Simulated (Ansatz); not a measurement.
**linear Tc chain: one chain at several levels of theory**

Wanted: the relaxed geometry and the open channels of the linear Tc chain, by several methods.

Method: DFT PBE, plane waves, PAW; relaxation of a chain's period, in the first sound run; inputs show where later runs differ, in Ansatz 0.2.0.

## Step 1: The structure

The cell holds 1 atom: 1 Tc. Cell: a = 7.500 Å, b = 7.500 Å, c = 2.734 Å, α = 90.0°, β = 90.0°, γ = 90.0°. Vacuum lies along a and b. The structure's axis is c.

## Step 2: The relaxed wire, level PBE, cutoff 500 eV

Band widths follow the bond lengths, so the chain is relaxed first. The atoms and the third cell vector are free; the box across stays fixed as vacuum. Moments are seeded so that a magnetic state can form if it lies lower. A Fermi-Dirac smearing is set since the result may be a metal. The pressure printed is a third of the stress's trace over the whole box, vacuum included; only the stress along the axis is relaxed.

File input.yaml:

```yaml
crystal:
  lattice:
    - [7.5, 0.0, 0.0]
    - [0.0, 7.5, 0.0]
    - [0.0, 0.0, 2.7342]
  atoms:
    - { symbol: Tc, position: [0.5, 0.5, 0.0], spin: 2.0 }
magnetization:
  spin_polarized: true
kpoints:
  mp_grid: { grid: [1, 1, 30] }
scf:
  occupations: { method: fermi_dirac, width: 0.05 }
hamiltonian:
  xc: pbe
relax:
  cell: { fix: [a, b, alpha, beta, gamma] }
  max_steps: 60
```

Command:

```bash
ansatz run input.yaml --threads 4 --pin off --max-ram 8192MiB --backend cpu --events-out ev --progress --plain --runs-dir out
```

Numbers of over 12 decimals in the logs are rounded to 6 here.

The program printed:

```text
Engine: ansatz 0.2.0, aarch64-unknown-linux-gnu
Pseudopotentials: kind: paw
Pseudopotential: Tc, paw, valence charge 15, recommended cutoff 500 eV (normal), Tc.paw.azcp
Functional definition: PBE
  parameter kappa = 0.804
  parameter beta = 0.066725
  exchange = pbe_x(kappa = kappa, mu = beta*pi^2/3)
  correlation = pbe_c(beta = beta)
Crystal: 1 atoms, lattice volume = 153.799 Å³
Basis set: ecut = 500 eV, 3865 PW (Γ), exchange–correlation on 120×120×40 points (8 copies of the dense FFT grid, shifted against one another)
Bands: 13, of which v1, the nominal top of the filled ones, is band 8 counted from 1 (7 counted from 0)
Symmetry: 16 space group operations
Space group: P4/mmm (ITA 123), of the structure as read, at distance tolerance 5.4e-5 Å
Magnetic group: BNS 123.339 (UNI 999), of the structure as read, at distance tolerance 5.4e-5 Å
k-points: 16 of 30
Non-local potential: Tc, projectors of the file, l = 0: 3, l = 1: 3, l = 2: 2, l = 3: 2
PAW form: soft (Blöchl's): semilocal exchange-correlation on the pseudo side does not see the compensation charge
PAW one-centre angular grid: Tc, 590 points (default); XC on 64 Gauss nodes
Initial density: superposition of atomic densities (neutral atoms: chi_scale 0, normalization atom)
Starting moments: Σ|m| = 2 μB on 1 of 1 site
Initial wavefunctions: pseudopotential atomic-orbital guess
Functional: x = pbe(κ = 0.804, μ = 0.219515), c = pbe(β = 0.066725)
SCF iter   1: F=—  HF=-5392.503213 eV  |F-HF|=—  |Δ(HF+E_count)|=         —  Δρ=1.87e-2 (↑1.80e-2 ↓1.87e-2)  dr2=1.32e0  dr2_m=3.32e-1  M=2.543 μB ∫|m|=2.543 μB  β_m=0.30  ethr=3.10e-3  ⟨swp⟩=5.4  Hψ=2221  notcnv=0
Mixer restart at iter 1: flushing history
preconditioner: auto → LDOS  [metal: Δε(μ)=0.048 eV  Ē_g=4.677 eV  σ=0.050 eV  W_gap=0.23  n_scr=12 (ndim 8)  ℏωp=7.9 eV  f_vac=0.616  D(μ)=4.49/eV (n_scr^D=20)]
spin=Collinear: LDOS preconditioning applied to the charge; magnetization (m = ρ↑ − ρ↓) channel mixes plain (no charge-response kernel on spin).
SCF iter   2: F=—  HF=-5392.638199 eV  |F-HF|=—  |Δ(HF+E_count)|=   1.35e-1  Δρ=1.34e-2 (↑1.32e-2 ↓1.34e-2)  dr2=6.84e-1  dr2_m=1.81e-1  M=2.677 μB ∫|m|=2.677 μB  β_m=0.65  ethr=3.10e-3  ⟨swp⟩=2.2  Hψ=845  notcnv=0  defer=2
SCF iter   3: F=—  HF=-5392.862804 eV  |F-HF|=—  |Δ(HF+E_count)|=   2.25e-1  Δρ=5.85e-3 (↑5.85e-3 ↓5.17e-3)  dr2=5.83e-2  dr2_m=3.42e-2  M=3.222 μB ∫|m|=3.222 μB  β_m=0.82  ethr=3.10e-3  ⟨swp⟩=3.1  Hψ=814  notcnv=0  defer=2
SCF iter   4: F=—  HF=-5392.981333 eV  |F-HF|=—  |Δ(HF+E_count)|=         —  Δρ=4.99e-3 (↑4.99e-3 ↓4.05e-3)  dr2=1.52e-2  dr2_m=2.53e-2  M=3.696 μB ∫|m|=3.696 μB  β_m=0.82  ethr=3.88e-4  ⟨swp⟩=3.2  Hψ=1046  notcnv=0  defer=4
Mixer restart at iter 4: flushing history
SCF iter   5: F=—  HF=-5392.981420 eV  |F-HF|=—  |Δ(HF+E_count)|=   8.69e-5  Δρ=1.87e-3 (↑1.87e-3 ↓1.24e-3)  dr2=2.52e-3  dr2_m=3.16e-3  M=3.744 μB ∫|m|=3.744 μB  β_m=0.91  ethr=1.02e-4  ⟨swp⟩=2.1  Hψ=765  notcnv=0  defer=5
SCF iter   6: F=—  HF=-5392.981896 eV  |F-HF|=—  |Δ(HF+E_count)|=   4.76e-4  Δρ=5.56e-4 (↑5.56e-4 ↓2.54e-4)  dr2=6.67e-4  dr2_m=1.64e-4  M=3.787 μB ∫|m|=3.787 μB  β_m=0.91  ethr=1.68e-5  ⟨swp⟩=2.5  Hψ=721  notcnv=0  defer=5
SCF iter   7: F=—  HF=-5392.981859 eV  |F-HF|=—  |Δ(HF+E_count)|=   3.69e-5  Δρ=1.41e-4 (↑1.41e-4 ↓1.24e-4)  dr2=2.55e-5  dr2_m=1.62e-5  M=3.790 μB ∫|m|=3.790 μB  β_m=0.95  ethr=4.45e-6  ⟨swp⟩=2.6  Hψ=770  notcnv=0  defer=5
SCF iter   8: F=—  HF=-5392.981872 eV  |F-HF|=—  |Δ(HF+E_count)|=   1.33e-5  Δρ=3.01e-5 (↑2.63e-5 ↓3.01e-5)  dr2=3.32e-6  dr2_m=9.36e-8  M=3.790 μB ∫|m|=3.790 μB  β_m=0.96  ethr=1.70e-7  ⟨swp⟩=2.5  Hψ=771  notcnv=0  defer=5
SCF iter   9: F=—  HF=-5392.981874 eV  |F-HF|=—  |Δ(HF+E_count)|=   1.68e-6  Δρ=4.33e-6 (↑4.33e-6 ↓4.16e-6)  dr2=9.06e-8  dr2_m=1.93e-9  M=3.790 μB ∫|m|=3.790 μB  β_m=0.98  ethr=2.21e-8  ⟨swp⟩=2.2  Hψ=666  notcnv=0  defer=5
SCF iter  10: F=-5392.981874 eV  HF=-5392.981874 eV  |F-HF|=5.60e-9  |Δ(HF+E_count)|=   7.83e-8  Δρ=8.29e-7 (↑8.29e-7 ↓7.34e-7)  dr2=1.02e-9  dr2_m=3.44e-10  M=3.790 μB ∫|m|=3.790 μB  ethr=6.04e-10  ⟨swp⟩=2.2  Hψ=1349  notcnv=0
SCF 1 converged in 10 iterations: F = -5392.981874 eV  dr2 = 1.02e-9
  greatest PAW one-centre occupation: 0.989 electrons in one spin orbital (limit 2), on the Tc atom at site 0 (counted from 0), in its partial waves of l = 0
relax step   1: F+E_penalty+E_count = -5392.98187421 eV  Δ(F+E_penalty+E_count) = +0.000e0 eV  max|allowed force component| = 0.000e0 eV/Å  Δτ_max = 0.0000 Å  P = -1.375 GPa  Ω = 153.799 Å³  fix = [a, b, alpha, beta, gamma]  reactions: a -0.162, b -0.162 GPa  (10 SCF iters, dr2 threshold 1.00e-7 eV, accepted)
Crystal: 1 atoms, lattice volume = 146.301 Å³
Basis set: ecut = 500 eV, 3745 PW (Γ), exchange–correlation on 120×120×40 points (8 copies of the dense FFT grid, shifted against one another)
Initial density: handed on by an earlier stage of this run
Starting moments: Σ|m| = 2 μB on 1 of 1 site; this step starts from the density that it was given
Initial wavefunctions: those handed on with the density
iter 1 solved again at ethr=9.85e-5 eV; its pass at ethr=3.10e-3 eV (dr2=1.48e-2 eV) is discarded
SCF iter   1: F=—  HF=-5393.183453 eV  |F-HF|=—  |Δ(HF+E_count)|=         —  Δρ=6.93e-3 (↑6.93e-3 ↓4.85e-3)  dr2=1.56e-2  dr2_m=4.16e-2  M=3.401 μB ∫|m|=3.401 μB  β_m=0.30  ethr=9.85e-5  ⟨swp⟩=1.0  Hψ=2904  notcnv=0
preconditioner: auto → LDOS  [metal: Δε(μ)=0.011 eV  Ē_g=5.028 eV  σ=0.050 eV  W_gap=0.05  n_scr=12 (ndim 8)  ℏωp=8.1 eV  f_vac=0.658  D(μ)=2.48/eV (n_scr^D=12)]
spin=Collinear: LDOS preconditioning applied to the charge; magnetization (m = ρ↑ − ρ↓) channel mixes plain (no charge-response kernel on spin).
SCF iter   2: F=—  HF=-5393.175071 eV  |F-HF|=—  |Δ(HF+E_count)|=   8.38e-3  Δρ=4.94e-3 (↑4.94e-3 ↓3.61e-3)  dr2=6.89e-3  dr2_m=2.21e-2  M=3.386 μB ∫|m|=3.386 μB  β_m=0.65  ethr=9.85e-5  ⟨swp⟩=2.1  Hψ=530  notcnv=0
SCF iter   3: F=—  HF=-5393.168501 eV  |F-HF|=—  |Δ(HF+E_count)|=   6.57e-3  Δρ=6.81e-4 (↑6.81e-4 ↓5.22e-4)  dr2=1.74e-4  dr2_m=4.15e-4  M=3.321 μB ∫|m|=3.322 μB  β_m=0.76  ethr=4.59e-5  ⟨swp⟩=2.5  Hψ=811  notcnv=0
SCF iter   4: F=—  HF=-5393.168884 eV  |F-HF|=—  |Δ(HF+E_count)|=   3.82e-4  Δρ=1.62e-4 (↑1.62e-4 ↓1.30e-4)  dr2=2.03e-5  dr2_m=2.11e-5  M=3.300 μB ∫|m|=3.300 μB  β_m=0.88  ethr=1.16e-6  ⟨swp⟩=2.8  Hψ=818  notcnv=0
SCF iter   5: F=—  HF=-5393.168969 eV  |F-HF|=—  |Δ(HF+E_count)|=   8.49e-5  Δρ=4.19e-5 (↑4.19e-5 ↓2.56e-5)  dr2=3.10e-6  dr2_m=1.35e-6  M=3.287 μB ∫|m|=3.287 μB  β_m=0.94  ethr=1.35e-7  ⟨swp⟩=2.4  Hψ=749  notcnv=0
[...]
relax step   5: F+E_penalty+E_count = -5393.75779309 eV  Δ(F+E_penalty+E_count) = -1.870e-1 eV  max|allowed force component| = 0.000e0 eV/Å  Δτ_max = 0.0000 Å  P = -0.800 GPa  Ω = 123.808 Å³  energy of the carried Pulay correction = +2.620e-4 eV  fix = [a, b, alpha, beta, gamma]  reactions: a -0.237, b -0.237 GPa  (12 SCF iters, dr2 threshold 1.00e-7 eV, accepted)
[...]
relax step   6: F+E_penalty+E_count = -5393.64257566 eV  Δ(F+E_penalty+E_count) = +1.152e-1 eV  max|allowed force component| = 0.000e0 eV/Å  Δτ_max = 0.0000 Å  P = +2.434 GPa  Ω = 116.450 Å³  energy of the carried Pulay correction = +3.301e-4 eV  fix = [a, b, alpha, beta, gamma]  (8 SCF iters, dr2 threshold 1.00e-7 eV, rejected (line search))
[...]
relax step   7: F+E_penalty+E_count = -5393.76848674 eV  Δ(F+E_penalty+E_count) = -1.069e-2 eV  max|allowed force component| = 0.000e0 eV/Å  Δτ_max = 0.0000 Å  P = -0.287 GPa  Ω = 122.347 Å³  energy of the carried Pulay correction = +2.753e-4 eV  fix = [a, b, alpha, beta, gamma]  reactions: a -0.239, b -0.239 GPa  (10 SCF iters, accepted)
[...]
relax step   8: F+E_penalty+E_count = -5393.76889712 eV  Δ(F+E_penalty+E_count) = -4.104e-4 eV  max|allowed force component| = 0.000e0 eV/Å  Δτ_max = 0.0000 Å  P = -0.150 GPa  Ω = 121.983 Å³  energy of the carried Pulay correction = +2.787e-4 eV  fix = [a, b, alpha, beta, gamma]  reactions: a -0.239, b -0.239 GPa  (7 SCF iters, dr2 threshold 1.00e-7 eV, accepted)
Basis set: ecut = 500 eV, 3055 PW (Γ), exchange–correlation on 120×120×32 points (8 copies of the dense FFT grid, shifted against one another)
Initial wavefunctions: pseudopotential atomic-orbital guess (no wavefunctions were taken with the density)
iter 1 solved again at ethr=1.52e-7 eV; its pass at ethr=3.10e-3 eV (dr2=2.29e-5 eV) is discarded
SCF iter   1: F=—  HF=-5393.768489 eV  |F-HF|=—  |Δ(HF+E_count)|=         —  Δρ=5.55e-5 (↑5.54e-5 ↓5.55e-5)  dr2=3.67e-6  dr2_m=1.40e-11  M=0.000 μB ∫|m|=0.000 μB  β_m=0.65  ethr=1.52e-7  ⟨swp⟩=3.6  Hψ=3640  notcnv=0
preconditioner: auto → Resta (q_TF=auto, 1.924 Å⁻¹)  ε∞=2.9  [insulator: Δε(μ)=0.217 eV  Ē_g=6.377 eV  σ=0.050 eV  W_gap=0.73  n_scr=20 (ndim 8)  ℏωp=8.9 eV  f_vac=0.660  D(μ)=1.50/eV (n_scr^D=8)  ε∞_Penn≈2.9  vacuum switching on, ρ_ref=2.9e-3 e/Å³]
spin=Collinear: Resta preconditioning applied to the charge; magnetization (m = ρ↑ − ρ↓) channel mixes plain (no charge-response kernel on spin).
SCF iter   2: F=—  HF=-5393.768491 eV  |F-HF|=—  |Δ(HF+E_count)|=   2.00e-6  Δρ=2.11e-5 (↑2.11e-5 ↓2.10e-5)  dr2=5.03e-7  dr2_m=6.14e-12  M=0.000 μB ∫|m|=0.000 μB  β_m=0.45  ethr=2.44e-8  ⟨swp⟩=2.9  Hψ=664  notcnv=0
SCF iter   3: F=—  HF=-5393.768493 eV  |F-HF|=—  |Δ(HF+E_count)|=   2.25e-6  Δρ=1.43e-5 (↑1.43e-5 ↓1.43e-5)  dr2=1.93e-7  dr2_m=4.33e-12  M=0.000 μB ∫|m|=0.000 μB  β_m=0.72  ethr=3.35e-9  ⟨swp⟩=2.4  Hψ=572  notcnv=0
SCF iter   4: F=—  HF=-5393.768496 eV  |F-HF|=—  |Δ(HF+E_count)|=   2.50e-6  Δρ=3.99e-6 (↑3.99e-6 ↓3.95e-6)  dr2=9.54e-8  dr2_m=1.06e-12  M=0.000 μB ∫|m|=0.000 μB  β_m=0.86  ethr=1.29e-9  ⟨swp⟩=2.7  Hψ=654  notcnv=0
SCF iter   5: F=—  HF=-5393.768496 eV  |F-HF|=—  |Δ(HF+E_count)|=   3.08e-7  Δρ=7.37e-7 (↑7.32e-7 ↓7.37e-7)  dr2=2.84e-9  dr2_m=4.80e-14  M=0.000 μB ∫|m|=0.000 μB  β_m=0.93  ethr=6.36e-10  ⟨swp⟩=2.1  Hψ=632  notcnv=0
SCF iter   6: F=—  HF=-5393.768496 eV  |F-HF|=—  |Δ(HF+E_count)|=   1.24e-8  Δρ=1.02e-7 (↑9.89e-8 ↓1.02e-7)  dr2=5.30e-11  dr2_m=1.15e-14  M=0.000 μB ∫|m|=0.000 μB  β_m=0.97  ethr=1.89e-11  ⟨swp⟩=2.0  Hψ=614  notcnv=0
SCF iter   7: F=—  HF=-5393.768496 eV  |F-HF|=—  |Δ(HF+E_count)|=   1.20e-7  Δρ=6.38e-8 (↑6.36e-8 ↓6.38e-8)  dr2=8.09e-12  dr2_m=2.97e-15  M=0.000 μB ∫|m|=0.000 μB  β_m=0.89  ethr=1.00e-12  ⟨swp⟩=2.5  Hψ=656  notcnv=0
SCF iter   8: F=—  HF=-5393.768496 eV  |F-HF|=—  |Δ(HF+E_count)|=  4.55e-12  Δρ=2.55e-8 (↑2.55e-8 ↓2.47e-8)  dr2=1.30e-12  dr2_m=9.80e-16  M=0.000 μB ∫|m|=0.000 μB  β_m=0.95  ethr=1.00e-12  ⟨swp⟩=1.0  Hψ=416  notcnv=0
SCF iter   9: F=-5393.768496 eV  HF=-5393.768496 eV  |F-HF|=3.64e-12  |Δ(HF+E_count)|=  1.09e-11  Δρ=6.03e-9 (↑6.03e-9 ↓5.83e-9)  dr2=2.57e-13  dr2_m=2.82e-17  M=0.000 μB ∫|m|=0.000 μB  ethr=1.00e-12  ⟨swp⟩=4.1  Hψ=1558  notcnv=0
the starting moments were not kept: the SCF closed with an absolute magnetisation of 1.4e-8 μB, where they sum to 2 μB in size (1 site). That is at most 0.1 of that sum. Measured as dr2_m measures the in/out step, that magnetisation stands 7.5e-17 eV from none, at or under the dr2_threshold of 1.0e-11 eV: it is no larger than a step whose dr2_m would equal this threshold.
SCF 9 converged in 9 iterations: F = -5393.768496 eV  dr2 = 2.57e-13
relax step   9: F+E_penalty+E_count = -5393.76849589 eV  Δ(F+E_penalty+E_count) = +4.012e-4 eV  max|allowed force component| = 0.000e0 eV/Å  Δτ_max = 0.0000 Å  P = -0.149 GPa  Ω = 121.983 Å³  fix = [a, b, alpha, beta, gamma]  reactions: a -0.238, b -0.238 GPa  stress off target by 3.04e-2 GPa on what of the cell is left free  SCF on the basis re-selected at this cell (its energy is not comparable with the rows above)  (9 SCF iters)
basis re-selected at this cell: Δ(F+E_penalty+E_count) = +4.012e-4 eV, ΔP = +0.001 GPa vs the last step (what re-selecting the basis moved, of the pressure what is left beyond the Pulay correction that the steps carried, after the strain that the cell walked since its last selection, with what the two solves' SCF thresholds leave and, on support functions, any second-order correction that the steps lacked; it is no measure of the basis error at this ecutwfc). The dense FFT grid was sized anew with the basis: this SCF ran on 60×60×16 points, the steps before it on 60×60×20, so part of this shift can come from that change (see relax.cell in the input reference). [rest of the remark cut]
SCF converged after 9 iterations
Magnetization: 0.0000 μB (7.5000 up, 7.5000 down)
Absolute magnetization: 0.0000 μB (∫|ρ↑−ρ↓|, with the PAW one-centre terms)
Spin contamination: 0.0000 ħ² per cell (⟨S²⟩ above its minimum at these occupations)
Per-site moments (μB) at R_I (Å): [(8.319963193744027e-9, 0.894539)]
Free energy (F): -5393.768496 eV
Harris-Foulkes:  -5393.768496 eV  (|F-HF|=3.64e-12)
Internal energy: -5393.755584 eV  (E = F + TS)
E sigma→0 (E₀):  -5393.762040 eV
Entropy (-TS):   -0.012912 eV (-12.912 meV/atom)
Fermi energy:    -1.607522 eV
--- Per-component energies (eV) ---
  E_band       = -403.009602
  E_kinetic    = 627.336418
  E_local      = -4125.081463  (includes V_loc(G=0)·N_el)
  E_nonlocal   = 286.942948
  E_hartree    = 1609.370681
  E_xc         = -236.427212
  E_vxc        = -290.621785  (∫ρ·V_xc dr)
  E_paw        = -3278.554655  (= ΣΔE_a)
  E_vpaw       = -120.327090  (= ΣTr[D̂ρ^β])
  E_aug_tail   = -0.000029  (compensation charges beyond the density's cutoff)
  E_ewald      = -277.342272
  E_smearing   = -0.012912  (= −TS)
  E_closure    = 0.000000  (closes the sum)
  Σ components = -5393.768496   (vs F -5393.768496, Δ=0.00e0)
--- Forces (eV/Å), atoms counted from 1 ---
  atom   1  Tc     0.00000000    -0.00000000     0.00000000
  max |Σ_I F_I| component: 1.64e-28 eV/Å
--- Stress (GPa, compression-positive) ---
       -0.238345       0.000000       0.000000
        0.000000      -0.238345       0.000000
        0.000000       0.000000       0.030437
  P = ⅓ Tr σ = -0.1488 GPa (-1.488 kbar)
--- Relaxed structure (8 steps of the walk, 7 accepted, 1 SCFs on fresh bases) ---
  F+E_penalty+E_count = -5393.76849589 eV   max|allowed force component| = 0.000e0 eV/Å   (the final SCF, on the basis selected at the relaxed cell)
  cell:  # Å, volume = 121.9826 Å³
    - [7.5, 0.0, 0.0]
    - [0.0, 7.5, 0.0]
    - [0.0, 0.0, 2.168580]
  atoms:
    - { symbol: Tc, position: [0.5, 0.5, 0.0] }
```

Elapsed: 15 s, on 4 threads of Arm Neoverse V1, shared host; peak memory 0.46 GiB; 56 s of CPU time.

The steps of the relaxation:

```
step  energy less that of the first step (eV)  largest force component (eV/Å)  pressure (GPa)  volume (Å³)
   1                                   0.0000                          0.0000           -1.38       153.80
   2                                  -0.1871                          0.0000           -1.55       146.30
   3                                  -0.4016                          0.0000           -1.65       138.80
   4                                  -0.5889                          0.0000           -1.09       131.31
   5                                  -0.7759                          0.0000           -0.80       123.81
   6                                  -0.6607                          0.0000            2.43       116.45
   7                                  -0.7866                          0.0000           -0.29       122.35
   8                                  -0.7870                          0.0000           -0.15       121.98
  9*                                  -0.7866                          0.0000           -0.15       121.98
```

Relaxation steps marked * repeat the geometry before them on a plane-wave basis chosen anew for their cell, so energy and pressure can jump there. Relaxation step 6 was tried and not accepted.

```
cell as run  before  after   change
      c (Å)   2.734  2.169  -20.7 %
```

Final coordinates:

```xyz
1
Lattice="7.5000 0.0000 0.0000 0.0000 7.5000 0.0000 0.0000 0.0000 2.1686" Properties=species:S:1:pos:R:3
Tc    3.7500    3.7500    0.0000
```

This step gave:

- energy at zero smearing: -5393.7620 eV
- cell length along the wire: 2.169 Å

The cell's length comes to 2.169 Å with no moment. That is -21 % against the start, more than a small adjustment.

The cell shrank by 20.7 % in its periodic edges.

(Continued in part 2 of 4.)

[Logs are printed without paths, hosts, clocks, repeated set-up lines and the standing remarks that a program may print on its own settings, such as how far it seeks lower states.]

[Hosts, paths, dates, database ids (printed as entryN), source tags and the programs' standing remarks are cut or masked in the printed files.]
